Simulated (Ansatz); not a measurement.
# ReS2 monolayer (2H): following an unstable mode, part 3 of 3

Wanted: the energy along a soft mode of ReS2 monolayer (2H) and the structure at the end.

Ansatz 0.2.0; DFT PBEsol, scalar-relativistic, plane waves, PAW; PAW set soft_1.

So far. Step 5 (Energy along the mode, all amplitudes (two of the runs …): The lowest of the steps tried is at 0.14 Å, 14.8 meV/atom below the parent; the bottom of the well need not coincide with a step. Step 7 (The new phase in its own primitive cell): The largest force component left is 0.34 meV/Å, within the tolerances set.

## (8) Modes of the new phase, k-mesh 9×9×1

A relaxed structure may still be a saddle point, so its zone-centre modes are computed. No field response is asked, since the mesh shows no gap.

Contents of input.yaml:

```yaml
crystal:
  lattice:
    - [-1.0e-10, -5.3485654978, 0.0]
    - [-4.6319935949, -2.6742827488, 0.0]
    - [0.0, 0.0, -30.0]
  atoms:
    - { symbol: Re, position: [0.3333333333, 0.6294380574, 0.6666666667] }
    - { symbol: Re, position: [0.9627713907, 0.3705619426, 0.6666666667] }
    - { symbol: Re, position: [0.7038952759, 0.0, 0.6666666667] }
    - { symbol: S, position: [0.6666666667, 0.3333333333, 0.6104846089] }
    - { symbol: S, position: [0.3333333333, 1.0, 0.6203423793] }
    - { symbol: S, position: [0.0, 0.6666666667, 0.6104846089] }
    - { symbol: S, position: [0.6666666667, 0.3333333333, 0.7228487244] }
    - { symbol: S, position: [0.3333333333, 1.0, 0.712990954] }
    - { symbol: S, position: [0.0, 0.6666666667, 0.7228487244] }
  periodic: [true, true, false]
kpoints:
  mp_grid: { grid: [9, 9, 1] }
hamiltonian:
  xc: pbesol
  pseudopotentials: { kind: paw, azcp: { folder: soft_1 }, xc_functional: pbe }
scf:
  occupations: { method: methfessel_paxton, width: 0.2 }
output:
  eigenvalues: true
phonons:
  method: dfpt
```

Started as:

```console
> ansatz run input.yaml --threads 4 --pin off --max-ram 16384MiB --backend cpu --events-out ev --progress --plain --runs-dir out
```

Numbers of over 12 decimals in the logs are rounded to 6 here.

The program printed:

```text
[...]
Crystal: 9 atoms, lattice volume = 743.236 Å³
Basis set: ecut = 420 eV, 14495 PW (Γ), exchange–correlation on 72×72×432 points (8 copies of the dense FFT grid, shifted against one another)
Bands: 50, of which v1, the nominal top of the filled ones, is band 41 counted from 1 (40 counted from 0)
Symmetry: 12 space group operations
k-points: 41 of 81 (irreducible under 1 space group operation, time reversal used)
[...]
SCF iter   1: F=—  HF=-37528.611803 eV  |F-HF|=—  |Δ(HF+E_count)|=         —  Δρ=1.98e-2  dr2=2.85e0  ethr=3.10e-3  ⟨swp⟩=16.5  Hψ=15716  notcnv=0
[...]
SCF iter  12: F=-37527.680965 eV  HF=-37527.680965 eV  |F-HF|=1.82e-10  |Δ(HF+E_count)|=   1.24e-9  S|Δr|=    0.00e0  Δρ=1.86e-8  dr2=2.48e-12  ethr=1.00e-12  ⟨swp⟩=25.9  Hψ=18977  notcnv=0
SCF 1 converged in 12 iterations: F = -37527.680965 eV  dr2 = 2.48e-12
[...]
DFPT response loops at Γ: preconditioner auto → none (partly filled bands, converged f_vac=0.763); β = 0.50; Broyden in place of MSR1
SCF converged after 12 iterations
[...]
Free energy (F): -37527.680965 eV
[...]
Internal energy: -37527.666062 eV  (E = F + TS)
E sigma→0 (E₀):  -37527.677239 eV
Entropy (-TS):   -0.014903 eV (-1.656 meV/atom)
Fermi energy:    -4.447189 eV
[...]
--- Band table (eV; the first three rows and the last of 41) ---
  k-point 0: bands = [... 37 lower, -6.9573, -6.9573, -4.6895, -4.6895, -3.4816, -3.4816, -3.3394, -3.1158, ... 5 higher]
  k-point 1: bands = [... 37 lower, -7.0697, -6.9298, -4.6366, -4.5865, -3.4574, -3.3982, -3.3278, -3.2092, ... 5 higher]
  k-point 2: bands = [... 37 lower, -6.9535, -6.9261, -4.6547, -4.4171, -3.6200, -3.4427, -3.2796, -3.1322, ... 5 higher]
  k-point 40: bands = [... 37 lower, -7.0355, -6.9339, -4.8864, -4.3252, -4.1819, -3.6704, -3.5094, -3.4850, ... 5 higher]
--- Phonons (Γ-DFPT): 6 representative perturbations + reference, on 41 of 81 k-points (Σ response iterations 34) ---
  k mesh reduced under 1 symmetry operation, with k and −k counted as one. Each operation leaves every solved perturbation unchanged. A smaller set is not used because it would not reduce the number of displacements times k-points to solve
  ASR residual: 1.172e-4 → 0.000e0 eV/Å²; symmetrization residual: 1.084e-5 eV/Å²
  ASR residual per site (eV/Å²): 1.05e-4 1.05e-4 1.17e-4 1.84e-5 2.90e-5 1.84e-5 1.84e-5 2.90e-5 1.84e-5
  Γ frequencies (cm⁻¹): -122.62 -32.92 -32.92 0.00 0.00 0.00 141.31 141.31 141.79 256.48 259.76 259.76 281.46 281.46 289.60 289.60 316.47 316.47 320.93 325.50 325.50 332.57 336.42 340.28 346.13 346.13 391.45
  non-analytic LO–TO correction: not included (Born effective charges unavailable; polar crystals: no LO–TO splitting at Γ)
```

Run time: 8.3 min. Hardware: 4 threads of Arm Neoverse V1, shared host; peak memory 4.7 GiB; 32 min of CPU time.

This step gave:

```yaml
sum_rule_residual_before_enforcement: 1.17e-4 eV/Å²
highest_optical_mode_at_the_zone_centre_no_lo_to_term: 391.4 cm⁻¹
lowest_optical_zone_centre_mode: -122.6 cm⁻¹
```

Patterns of degenerate modes are one choice out of their space. The modes at Γ (shares of kinetic energy by element, %) (negative means imaginary):

| mode | frequency (cm⁻¹) | symmetry | Re % | S % |
| --- | --- | --- | --- | --- |
| 1 | -122.6 | A2' | 94 | 6 |
| 2 | -32.9 | E' | 81 | 19 |
| 3 | -32.9 | E' | 81 | 19 |
| 4 | 0.0 | acoustic | 74 | 26 |
| 5 | 0.0 | acoustic | 74 | 26 |
| 6 | 0.0 | acoustic | 74 | 26 |
| 7 | 141.3 | E'' | 72 | 28 |
| 8 | 141.3 | E'' | 72 | 28 |
| 9 | 141.8 | A1' | 86 | 14 |
| 10 | 256.5 | A2'' | 3 | 97 |
| 11 | 259.8 | E'' | 6 | 94 |
| 12 | 259.8 | E'' | 6 | 94 |
| 13 | 281.5 | E' | 21 | 79 |
| 14 | 281.5 | E' | 21 | 79 |
| 15 | 289.6 | E'' | 3 | 97 |
| 16 | 289.6 | E'' | 3 | 97 |
| 17 | 316.5 | E' | 4 | 96 |
| 18 | 316.5 | E' | 4 | 96 |
| 19 | 320.9 | A2'' | 23 | 77 |
| 20 | 325.5 | E'' | 19 | 81 |
| 21 | 325.5 | E'' | 19 | 81 |
| 22 | 332.6 | A2' | 6 | 94 |
| 23 | 336.4 | A1' | 12 | 88 |
| 24 | 340.3 | A1'' | 0 | 100 |
| 25 | 346.1 | E' | 20 | 80 |
| 26 | 346.1 | E' | 20 | 80 |
| 27 | 391.4 | A1' | 3 | 97 |

Displacements in mode 1 (-122.6 cm⁻¹), the largest set to 1:
```
Re1 -0.50  0.87  0.00
Re2 -0.50 -0.87  0.00
Re3  1.00  0.00  0.00
S4   0.00  0.00 -0.52
S5   0.00  0.00  0.00
S6   0.00  0.00  0.52
S7   0.00  0.00  0.52
S8   0.00  0.00  0.00
S9   0.00  0.00 -0.52
```

Displacements in mode 3 (-32.9 cm⁻¹), the largest set to 1:
```
Re1 -0.14  1.00  0.00
Re2  0.94 -0.38  0.00
Re3 -0.80 -0.62  0.00
S4  -0.78 -0.39  0.00
S5   0.59 -0.46  0.00
S6   0.19  0.85  0.00
S7  -0.78 -0.39  0.00
S8   0.59 -0.46  0.00
S9   0.19  0.85  0.00
```

Before it was imposed, the acoustic sum rule was missed by 1.2e-4 eV/Å². Small misses are needed for a sound result but don't prove that mesh and cutoff are converged. The lowest optical mode is imaginary, 122.6i cm⁻¹, so the energy falls along it.

## (9) The phases reached

The phases reached along the modes that were followed are set side by side.

Energies are those of the first relaxation, on the mesh of the frozen mode; space group, volume and gap are those of the last relaxation. Phases, by row:

```csv
mode frozen in,space group,energy from parent (meV/atom),volume (Å³/atom),gap on mesh (eV),lowest zone-centre optical mode (cm⁻¹),largest shift (Å)
parent,P-6m2,0,78.07,0,–,–
"q = (0, -0.5, 0), 221i cm⁻¹",Pmm2,-107.4,84.19,0,143.3,0.272
"q = (0.333, 0.333, 0), 131i cm⁻¹",P-62m,-36.55,82.58,0,-122.6,0.276
```

## (10) Summary of results

```json
{
 "unstable mode of the parent": "q = (0.333, 0.333, 0), 131i cm⁻¹",
 "depth at the lowest point sampled": "14.8 meV/atom",
 "largest atomic shift at that point": "0.14 Å",
 "space group reached (within 0.01 Å)": "P-62m",
 "energy gained over the parent (first relaxation, on the mesh of the frozen mode)": "36.6 meV/atom",
 "area per atom, phase reached": "2.75 Å²",
 "lowest optical zone-centre mode, phase reached": "-123 cm⁻¹",
 "highest optical mode at the zone centre (no LO-TO term), phase reached": "391 cm⁻¹"
}
```

In words: Along this mode the structure falls into P-62m, 36.6 meV/atom below the parent. At the parent's cell the well is 14.81 meV/atom deep on the steps tried, with its lowest point at a shift of 0.14 Å. Relaxing atoms and cell changes the gain by +21.74 meV/atom against the lowest step (energies at zero smearing). The new phase still has an imaginary mode at the zone centre of its cell, so it is a saddle point on the way to a lower structure. Of the 2 patterns followed to their end from this parent, this one ends 70.8 meV/atom above the lowest, Pmm2. Each path keeps the symmetry of its pattern, so a lower phase may lie along a pattern not tried. With no gap, or one that is small against the smearing, the frequencies hang on the k mesh and the smearing, most of all near Kohn anomalies. The phonon runs are without spin polarisation, although the cell has an odd electron count. In a sheet or slab the interpolated bending branch near Γ is rough, since the rotational sum rule isn't imposed. Spin-orbit coupling is left out, which can matter for the heavy elements here. The PAW files were made for PBE and serve the other functionals too. A phonon run warned that its eigensolver left some bands unconverged in a pass. The starting cell was built on a prototype and not taken from a measurement.

[Logs are printed without paths, hosts, clocks, repeated set-up lines and the standing remarks that a program may print on its own settings, such as how far it seeks lower states.]

[Hosts, paths, dates, database ids (printed as entryN), source tags and the programs' standing remarks are cut or masked in the printed files.]
